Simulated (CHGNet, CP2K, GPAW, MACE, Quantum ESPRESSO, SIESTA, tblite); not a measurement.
**A faulty Quantum ESPRESSO run on random packing of W67B25N7 (at. %) (67 atoms)**

Program: Quantum ESPRESSO 7.5, a calculation on a cell of 45 W, 17 B and 5 N, 13.0 Å³ an atom.

Contents of pw.in:

```
&control
  calculation = 'scf'
  pseudo_dir = './pseudo'
  outdir = './tmp'
  disk_io = 'none'
  tprnfor = .true.
  tstress = .true.
/
&system
  ibrav = 0
  nat = 67
  ntyp = 3
  ecutwf = 60
  ecutrho = 480
  nosym = .true.
  occupations = 'smearing'
  smearing = 'fd'
  degauss = 0.003675
/
&electrons
  conv_thr = 3.4e-07
  electron_maxstep = 50
  mixing_beta = 0.2
  mixing_mode = 'local-TF'
  diagonalization = 'david'
/
ATOMIC_SPECIES
W 183.840 W.upf
B 10.810 B.upf
N 14.007 N.upf
CELL_PARAMETERS angstrom
9.54790 0.00000 0.00000
0.00000 9.54790 0.00000
0.00000 0.00000 9.54790
ATOMIC_POSITIONS crystal
W 0.96194 0.52386 0.41174
W 0.59218 0.34529 0.22717
W 0.72617 0.72104 0.51097
W 0.96397 0.27766 0.39759
W 0.09850 0.44388 0.20251
W 0.54516 0.64047 0.96161
W 0.91676 0.61612 0.63862
W 0.59275 0.58901 0.20490
W 0.06623 0.52033 0.93341
W 0.39799 0.21409 0.14697
[... 53 atom lines left out ...]
N 0.64436 0.27217 0.47932
N 0.22367 0.62869 0.14664
N 0.15044 0.20696 0.59685
N 0.49410 0.70543 0.52989
K_POINTS gamma
```

Command:

```console
OMP_NUM_THREADS=1 mpirun -np 4 pw.x -in pw.in > output.txt
```

What it wrote:

```text
Program PWSCF
 %%%%%%%%%%%%%%%%%%%%%%%%%%%%%%%%%%%%%%%%%%%%%%%%%%%%%%%%%%%%%%%%%%%%%%%%%%%%%%
     Error in routine  read_namelists (1):
      bad line in namelist &system: "  ecutwf = 60" (error could be in the previous line)
 %%%%%%%%%%%%%%%%%%%%%%%%%%%%%%%%%%%%%%%%%%%%%%%%%%%%%%%%%%%%%%%%%%%%%%%%%%%%%%
```

It took 0.71 s on 4 MPI ranks of Arm Neoverse V1, shared host; peak memory 0.34 GiB.

Banners, paths, timers and routine set-up lines are dropped from the logs unmarked, and long logs keep their key lines alone; longer cuts are marked.

Q: Find the fault and mend it.

A misspelt keyword: ecutwfc written as ecutwf. Mend: write ecutwfc in place of ecutwf.

The program stopped at the start.

[Also dropped from logs without a mark: logging warnings of Python, and SIESTA's first energy breakdown and zero terms.]

[Logs are printed without paths, hosts, clocks, repeated set-up lines and the standing remarks that a program may print on its own settings, such as how far it seeks lower states.]

[Hosts, paths, dates, database ids (printed as entryN), source tags and the programs' standing remarks are cut or masked in the printed files.]
